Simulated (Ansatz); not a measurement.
# BaZrSeO2: complex band structure

Wanted: the relaxed cell of BaZrSeO2, its band edges and its decay constants. It is built by putting Se for part of the O in the BaZrO3 structure of space group Pm-3m, with the volume rescaled by atomic radii. The parent structure comes from the Materials Project.

Method: LDA DFT, plane waves, PAW files, in the first sound run; inputs show where later runs differ, in Ansatz 0.2.0.

This is a report of a sequence of runs, with most program output left out.

The structure was built from a prototype and need not be the compound's stable phase.

## Step 1: The starting structure

It takes space group P4/mmm (No. 123, tetragonal). Conventional cell: a = 4.392 Å, b = 4.392 Å, c = 4.392 Å, α = 90.00°, β = 90.00°, γ = 90.00°. Ba has 8 O at 3.11 Å and 4 Se at 3.11 Å nearest. Nearest to Zr lie 4 O at 2.20 Å and 2 Se at 2.20 Å. Nearest to O lie 2 Zr at 2.20 Å and 4 Ba at 3.11 Å. Nearest to Se lie 2 Zr at 2.20 Å and 4 Ba at 3.11 Å. It derives from BaZrO3. Se for part of the O in the BaZrO3 structure of space group Pm-3m. Farther neighbours and most contacts between anions are not listed.

Coordinates:

```cif
data_structure
_symmetry_space_group_name_H-M 'P 1'
_symmetry_Int_Tables_number 1
_cell_length_a 4.3919
_cell_length_b 4.3919
_cell_length_c 4.3919
_cell_angle_alpha 90.000
_cell_angle_beta 90.000
_cell_angle_gamma 90.000
_cell_volume 84.72
loop_
_atom_site_label
_atom_site_type_symbol
_atom_site_fract_x
_atom_site_fract_y
_atom_site_fract_z
_atom_site_occupancy
Ba1 Ba 0.00000 0.00000 0.00000 1
Zr2 Zr 0.50000 0.50000 0.50000 1
O3 O 0.50000 0.00000 0.50000 1
O4 O 0.50000 0.50000 0.00000 1
Se5 Se 0.00000 0.50000 0.50000 1
```

## Step 2: Cell and atoms at rest

The substituted atoms don't fit the parent's cell, so cell and atoms relax together. A small smearing keeps the run stable in case the gap closes on the way.

input.yaml

```yaml
crystal:
  lattice:
    - [4.391945345, 0.0, 0.0]
    - [0.0, 4.391945345, 0.0]
    - [0.0, 0.0, 4.391945345]
  atoms:
    - { symbol: Ba, position: [0.0, 0.0, 0.0] }
    - { symbol: Zr, position: [0.5, 0.5, 0.5] }
    - { symbol: O, position: [0.5, 0.0, 0.5] }
    - { symbol: O, position: [0.5, 0.5, 0.0] }
    - { symbol: Se, position: [0.0, 0.5, 0.5] }
kpoints:
  mp_grid: { grid: [6, 6, 6] }
scf:
  occupations: { method: gaussian, width: 0.03 }
hamiltonian:
  xc: lda
output:
  forces: true
  stress: true
relax:
  f_tol: 0.02
  max_steps: 60
  cell: {}
```

Launch:

```console
$ ansatz run input.yaml --threads 2 --pin off --max-ram 4096MiB --backend cpu --events-out ev --progress --plain --runs-dir out
```

It took 33 s on 2 threads of Arm Neoverse V2, shared host; peak memory 0.45 GiB; 63 s of CPU time.

The steps of the relaxation:

| step | energy less that of the first step (eV) | largest force component (eV/Å) | pressure (GPa) | volume (Å³) |
| --- | --- | --- | --- | --- |
| 1 | 0.0000 | 0.0000 | 18.41 | 84.72 |
| 2 | -1.4287 | 0.0000 | 8.85 | 87.84 |
| 3 | -2.2972 | 0.0000 | 6.10 | 88.28 |
| 4 | -2.6152 | 0.0000 | -0.54 | 92.43 |
| 5 | -2.6743 | 0.0000 | -0.28 | 92.61 |
| 6 | -2.6752 | 0.0000 | 0.04 | 92.37 |
| 7* | -2.7943 | 0.0000 | 1.38 | 92.37 |
| 8 | -2.8055 | 0.0000 | 0.32 | 93.47 |
| 9 | -2.8053 | 0.0000 | 0.00 | 93.80 |
| 10* | -2.8092 | 0.0000 | 0.01 | 93.80 |
| 11 | -2.8091 | 0.0000 | 0.00 | 93.83 |
| 12* | -2.8091 | 0.0000 | 0.00 | 93.83 |

Relaxation steps marked * repeat the geometry before them on a plane-wave basis chosen anew for their cell, so energy and pressure can jump there.

Forces are held to the 16 operations that the run works with; a distortion that breaks them can't arise in this run.

```csv
cell as run,before,after,change
a (Å),4.392,5.239,+19.3 %
b (Å),4.392,4.232,-3.6 %
c (Å),4.392,4.232,-3.6 %
volume (Å³/atom),16.94,18.77,+10.8 %
```

Final coordinates:

```xyz
5
Lattice="5.2387 0.0000 0.0000 0.0000 4.2320 0.0000 0.0000 0.0000 4.2320" Properties=species:S:1:pos:R:3 pbc="T T T"
Ba    0.0000    0.0000    0.0000
Zr    2.6194    2.1160    2.1160
O     2.6194    0.0000    2.1160
O     2.6194    2.1160    0.0000
Se    0.0000    2.1160    2.1160
```

This step gave:

```
free energy  : -16358.6831 eV
Fermi energy : 10.17 eV
pressure     : -0.001711 GPa
```

The largest force component on a free atom ends at 4.4e-29 eV/Å.

## Step 3: The bulk crystal and its band edges

The energy window and the wavevectors of the next steps follow from the band edges, so these are searched first, off the mesh as well.

input.yaml

```yaml
crystal:
  lattice:
    - [5.2387204703, 0.0, 0.0]
    - [0.0, 4.2320339734, 0.0]
    - [0.0, 0.0, 4.2320339734]
  atoms:
    - { symbol: Ba, position: [0.0, 0.0, 0.0] }
    - { symbol: Zr, position: [0.5, 0.5, 0.5] }
    - { symbol: O, position: [0.5, 0.0, 0.5] }
    - { symbol: O, position: [0.5, 0.5, 0.0] }
    - { symbol: Se, position: [0.0, 0.5, 0.5] }
kpoints:
  mp_grid: { grid: [6, 6, 6] }
  band_path: { path: [VBM, CBM], npoints: 30 }
scf:
  occupations: { method: fixed }
hamiltonian:
  xc: lda
output:
  eigenvalues: true
  write_potential: true
  write_density: true
  volumetric_format: npy
  elf: true
```

It took 9.7 s on 2 threads; peak memory 0.42 GiB; 18 s of CPU time.

Numbers from this step:

```yaml
fermi_energy: 9.393 eV
gap_on_the_k_mesh: 1.555 eV
gap_on_path: 1.555 eV, by band count; negative where bands overlap
direct_gap_on_path: 1.884 eV
edge_places_on_path: 0, 1.209 1/A along the path
```

The electronic bands at the labelled points (eV, zero at the Fermi level (highest filled level under fixed occupations); v1 is the highest filled band, c1 the lowest empty one):

```csv
point,v4,v3,v2,v1,c1,c2,c3,c4
VBM,-2.95,-0.14,0.00,0.00,3.34,3.34,4.97,4.97
halfway,-2.55,-1.39,-0.78,-0.52,3.03,3.36,4.32,4.83
CBM,-0.90,-0.40,-0.40,-0.33,1.55,1.55,1.90,2.68
```

Electrostatic potential energy in the ac plane at fractional y = 0.500, with atoms of Zr and O and Se within 0.2 Å of it. With pseudopotentials it is smooth inside the atoms' cores, unlike the true potential.

Ten even steps from '0' (-58 eV) to '9' (14 eV), each cell a mean:
```
99999843599999
99999987899999
89999888899998
66898643579976
87787300168867
87787200058868
76788510368867
78999866789987
99999988999999
99999965799999
99999731499999
```
Columns run along a (5.2 Å; values clipped at the 3rd and 97th percentile), rows up along c (4.2 Å). Atoms in or near the plane, at fractional coordinates: Zr at (0.50, 0.50), O at (0.50, 0.00), Se at (0.00, 0.50).

ELF in the ac plane at fractional y = 0.500, with atoms of Zr and O and Se within 0.2 Å of it. It is the smooth field of the valence electrons, not physical close to the nuclei.

Values, 11 rows by 14 columns, each cell a mean:
```
0.12 0.09 0.05 0.12 0.48 0.77 0.72 0.63 0.78 0.67 0.28 0.06 0.07 0.11
0.56 0.47 0.24 0.11 0.27 0.59 0.74 0.76 0.69 0.45 0.15 0.14 0.36 0.53
0.79 0.76 0.61 0.26 0.10 0.15 0.24 0.27 0.20 0.12 0.14 0.43 0.71 0.78
0.75 0.79 0.76 0.45 0.14 0.41 0.70 0.74 0.60 0.23 0.22 0.65 0.79 0.77
0.31 0.62 0.78 0.51 0.31 0.73 0.64 0.49 0.76 0.54 0.29 0.71 0.75 0.45
0.14 0.53 0.78 0.52 0.36 0.76 0.45 0.20 0.70 0.60 0.31 0.72 0.72 0.30
0.57 0.73 0.78 0.49 0.22 0.63 0.77 0.75 0.76 0.41 0.26 0.69 0.78 0.65
0.80 0.79 0.71 0.36 0.10 0.20 0.41 0.47 0.32 0.12 0.18 0.57 0.77 0.80
0.73 0.66 0.43 0.16 0.16 0.34 0.45 0.48 0.41 0.25 0.12 0.27 0.57 0.71
0.31 0.23 0.11 0.10 0.40 0.73 0.81 0.80 0.80 0.60 0.21 0.08 0.17 0.28
0.05 0.04 0.04 0.13 0.53 0.77 0.59 0.42 0.73 0.70 0.32 0.06 0.03 0.05
```
Columns run along a (5.2 Å), rows up along c (4.2 Å). Atoms in or near the plane, at fractional coordinates: Zr at (0.50, 0.50), O at (0.50, 0.00), Se at (0.00, 0.50).

Valence density in the ac plane at fractional y = 0.500, with atoms of Zr and O and Se within 0.2 Å of it. It is the smooth field of the valence electrons, not physical close to the nuclei.

Values in e/Å³, 11 rows by 14 columns, each cell a mean:
```
 0  0  0  0  0  1  4  5  3  1  0  0  0  0
 0  0  0  0  0  0  1  2  1  0  0  0  0  0
 0  0  0  0  0  0  1  1  0  0  0  0  0  0
 2  1  1  0  0  1  2  2  1  0  0  0  1  2
19  5  1  0  1  2  4  4  3  1  0  1  2 12
33  8  1  0  1  3  4  3  4  1  0  1  3 19
 7  2  1  0  0  1  3  4  2  1  0  0  1  5
 1  1  0  0  0  0  1  1  1  0  0  0  0  1
 0  0  0  0  0  0  1  1  1  0  0  0  0  0
 0  0  0  0  0  1  2  3  2  0  0  0  0  0
 0  0  0  0  0  2  5  7  3  1  0  0  0  0
```
Columns run along a (5.2 Å), rows up along c (4.2 Å). Atoms in or near the plane, at fractional coordinates: Zr at (0.50, 0.50), O at (0.50, 0.00), Se at (0.00, 0.50).

The searched edges give 1.55 eV, as on the mesh.

## Step 4: Decaying states in the gap

This step: LDA DFT, plane waves, PAW files; complex bands by layer matching along the plane's normal (Ansatz 0.2.0).

The same crystal is laid in a cell whose first two vectors span the (001) plane (indices of the standard conventional cell, whose axes can be ordered otherwise than in the bulk input). At fixed energy and wavevector in the plane the solver finds all kz, real and complex. A few wavevectors are listed, (0, 0), (-0.5, -0.5) and (0.5, 0) in units of the plane's reciprocal vectors; the slowest state needn't be among them.

input.yaml

```yaml
crystal:
  lattice:
    - [4.232033973, 0.0, 0.0]
    - [0.0, 4.232033973, 0.0]
    - [0.0, 0.0, 5.23872047]
  atoms:
    - { symbol: Ba, position: [0.0, 0.0, 0.0] }
    - { symbol: Zr, position: [0.5, 0.5, 0.5] }
    - { symbol: O, position: [0.0, 0.5, 0.5] }
    - { symbol: O, position: [0.5, 0.0, 0.5] }
    - { symbol: Se, position: [0.5, 0.5, 0.0] }
kpoints:
  mp_grid: { grid: [6, 6, 4] }
scf:
  occupations: { method: fixed }
hamiltonian:
  xc: lda
output:
  eigenvalues: true
  transmission:
    leads: [[0, 0]]
    kpoints: [[0.0, 0.0], [-0.5, -0.5], [0.5, 0.0]]
    e_range: [-1.0, 2.55]
    de: 0.07
```

Wall time 27 s (2 threads); peak memory 0.51 GiB; 39 s of CPU time.

A gap read on the k-mesh alone can miss the band edges.

This step gave:

* free energy: -16358.6760 eV
* Fermi energy: 9.395 eV
* gap on the k-mesh: 1.550 eV
* level to which the leads are filled: 0.7752 eV from the Fermi level
* decay constant at the filling level, zone centre: 0.1536 Å⁻¹
* decay constant at the filling level, slowest listed point: 0.1536 Å⁻¹

K parallel (0, 0); values up to 1.5 1/Å, a degenerate pair printed once or twice; energies at which all values exceed this have no row. Im kz of the slowest decaying states against energy, zero at the highest filled level on the SCF mesh:

```csv
energy (eV),decay 1 (Å⁻¹),decay 2 (Å⁻¹),decay 3 (Å⁻¹),decay 4 (Å⁻¹)
-1.0000,0.334,0.434,0.493,1.07
-0.7200,0.378,0.390,0.506,1.05
-0.5100,0.395,0.513,0.518,1.03
-0.2300,0.0599,0.145,0.406,0.519
-0.0200,0.100,0.190,0.406,0.521
0.2600,0.129,0.213,0.400,0.520
0.4700,0.142,0.215,0.389,0.518
0.7500,0.154,0.203,0.367,0.513
1.0300,0.159,0.177,0.336,0.505
1.2400,0.143,0.160,0.303,0.498
1.5200,0.0469,0.158,0.242,0.486
1.7300,0.153,0.169,0.475,0.706
2.0100,0.143,0.458,0.612,0.742
2.2200,0.132,0.444,0.524,0.742
2.5000,0.110,0.346,0.422,0.740
```

K parallel (0, 0). The Re kz of states that move upwards by energy, zero at the highest filled level on the SCF mesh:

| energy (eV) | channel 1 (Å⁻¹) | channel 2 (Å⁻¹) | channel 3 (Å⁻¹) |
| --- | --- | --- | --- |
| -1.00 | -0.254 | -0.254 | -0.187 |
| -0.86 | -0.160 | - | - |
| -0.65 | -0.246 | -0.246 | -0.118 |
| -0.51 | -0.139 | -0.139 | -0.0855 |
| -0.30 | - | - | - |
| -0.16 | - | - | - |
| -0.02 | - | - | - |
| 0.19 | - | - | - |
| 0.33 | - | - | - |
| 0.47 | - | - | - |
| 0.68 | - | - | - |
| 0.82 | - | - | - |
| 1.03 | - | - | - |
| 1.17 | - | - | - |
| 1.31 | - | - | - |
| 1.52 | - | - | - |
| 1.66 | 0.0916 | 0.0916 | - |
| 1.80 | 0.141 | 0.141 | - |
| 2.01 | 0.143 | 0.198 | 0.198 |
| 2.15 | 0.224 | 0.231 | 0.231 |
| 2.36 | 0.276 | 0.276 | 0.325 |
| 2.50 | 0.305 | 0.305 | 0.393 |

K parallel (-0.5, -0.5); values up to 1.5 1/Å, a degenerate pair printed once or twice; energies at which all values exceed this have no row. Table of Im kz of the slowest decaying states by energy, zero at the highest filled level on the SCF mesh:

```csv
energy (eV),decay 1 (Å⁻¹),decay 2 (Å⁻¹),decay 3 (Å⁻¹),decay 4 (Å⁻¹)
-1.00,0.159,0.301,0.562,0.866
-0.86,0.172,0.230,0.567,0.876
-0.72,0.120,0.182,0.571,0.884
-0.58,0.191,0.575,0.890,1.09
-0.44,0.198,0.578,0.895,1.00
-0.30,0.205,0.581,0.869,0.898
-0.16,0.210,0.360,0.584,0.900
-0.02,0.214,0.586,0.817,0.901
0.12,0.133,0.218,0.587,0.901
0.26,0.185,0.220,0.588,0.900
0.40,0.219,0.222,0.589,0.898
0.54,0.224,0.243,0.589,0.895
0.68,0.224,0.260,0.589,0.892
0.82,0.224,0.274,0.589,0.887
0.96,0.224,0.284,0.588,0.882
1.10,0.223,0.291,0.587,0.876
1.24,0.221,0.296,0.586,0.869
1.38,0.219,0.298,0.584,0.861
1.52,0.216,0.299,0.582,0.852
1.66,0.213,0.298,0.579,0.842
1.80,0.209,0.296,0.577,0.832
1.94,0.204,0.292,0.574,0.820
2.08,0.199,0.286,0.570,0.808
2.22,0.193,0.278,0.567,0.794
2.36,0.187,0.268,0.562,0.779
2.50,0.179,0.256,0.558,0.762
```

K parallel (0.5, 0); values up to 1.5 1/Å, a degenerate pair printed once or twice; energies at which all values exceed this have no row. Im kz of the slowest decaying states against energy, zero at the highest filled level on the SCF mesh:

| energy (eV) | decay 1 (Å⁻¹) | decay 2 (Å⁻¹) | decay 3 (Å⁻¹) | decay 4 (Å⁻¹) |
| --- | --- | --- | --- | --- |
| -1.0000 | 0.0368 | 0.165 | 0.411 | 0.525 |
| -0.7200 | 0.203 | 0.276 | 0.474 | 0.557 |
| -0.5100 | 0.0605 | 0.263 | 0.307 | 0.507 |
| -0.2300 | 0.122 | 0.323 | 0.325 | 0.541 |
| -0.0200 | 0.147 | 0.329 | 0.361 | 0.560 |
| 0.2600 | 0.168 | 0.324 | 0.404 | 0.581 |
| 0.4700 | 0.178 | 0.315 | 0.434 | 0.592 |
| 0.7500 | 0.187 | 0.296 | 0.473 | 0.603 |
| 1.0300 | 0.192 | 0.268 | 0.517 | 0.605 |
| 1.2400 | 0.193 | 0.240 | 0.578 | 0.620 |
| 1.5200 | 0.188 | 0.192 | 0.599 | 0.616 |
| 1.7300 | 0.128 | 0.189 | 0.611 | 0.611 |
| 2.0100 | 0.183 | 0.602 | 0.612 | 0.648 |
| 2.2200 | 0.176 | 0.593 | 0.603 | 0.640 |
| 2.5000 | 0.163 | 0.579 | 0.584 | 0.629 |

At the listed wavevectors the last open channel is at -0.02 eV and the next at +1.59 eV on the grid. At +0.75 eV, the grid energy nearest the filling level (the middle of the gap on the SCF mesh), the slowest state at the listed wavevectors decays with κ = 0.154 Å⁻¹, its amplitude falling by e over 6.5 Å. Through 1 nm of this crystal that state's transmission falls by exp(−2 × 0.154 Å⁻¹ × 10 Å) = 0.046.

## Step 5: Band edges at another level

This step: PBE DFT, plane waves, PAW files (Ansatz 0.2.0).

The edges again with PBE, at the same atoms.

input.yaml

```yaml
crystal:
  lattice:
    - [5.2387204703, 0.0, 0.0]
    - [0.0, 4.2320339734, 0.0]
    - [0.0, 0.0, 4.2320339734]
  atoms:
    - { symbol: Ba, position: [0.0, 0.0, 0.0] }
    - { symbol: Zr, position: [0.5, 0.5, 0.5] }
    - { symbol: O, position: [0.5, 0.0, 0.5] }
    - { symbol: O, position: [0.5, 0.5, 0.0] }
    - { symbol: Se, position: [0.0, 0.5, 0.5] }
kpoints:
  mp_grid: { grid: [6, 6, 6] }
  band_path: { path: [VBM, CBM], npoints: 30 }
scf:
  occupations: { method: fixed }
hamiltonian:
  xc: pbe
output:
  eigenvalues: true
```

It took 9.5 s on 2 threads; peak memory 0.42 GiB.

This step gave:

```
free energy        : -16744.8015 eV
Fermi energy       : 9.701 eV
gap on the k-mesh  : 1.682 eV
gap on path        : 1.682 eV, by band count; negative where bands overlap
direct gap on path : 1.989 eV
```

Electronic bands along the path, in eV, zero at the Fermi level (highest filled level under fixed occupations); v1 is the highest filled band, c1 the lowest empty one:

| point | v4 | v3 | v2 | v1 | c1 | c2 | c3 | c4 |
| --- | --- | --- | --- | --- | --- | --- | --- | --- |
| VBM | -2.87 | -0.08 | 0.00 | 0.00 | 3.47 | 3.47 | 5.05 | 5.05 |
| halfway | -2.46 | -1.35 | -0.70 | -0.52 | 3.14 | 3.47 | 4.46 | 4.92 |
| CBM | -0.85 | -0.40 | -0.40 | -0.31 | 1.68 | 1.68 | 2.02 | 2.82 |

The searched edges give 1.68 eV, as on the mesh.

Between step 3 and this run (PBE) the value for the gap on the k-mesh moves from 1.55 eV to 1.68 eV.

[end of part 1 of 2]

[Logs are printed without paths, hosts, clocks, repeated set-up lines and the standing remarks that a program may print on its own settings, such as how far it seeks lower states.]

[Hosts, paths, dates, database ids (printed as entryN), source tags and the programs' standing remarks are cut or masked in the printed files.]
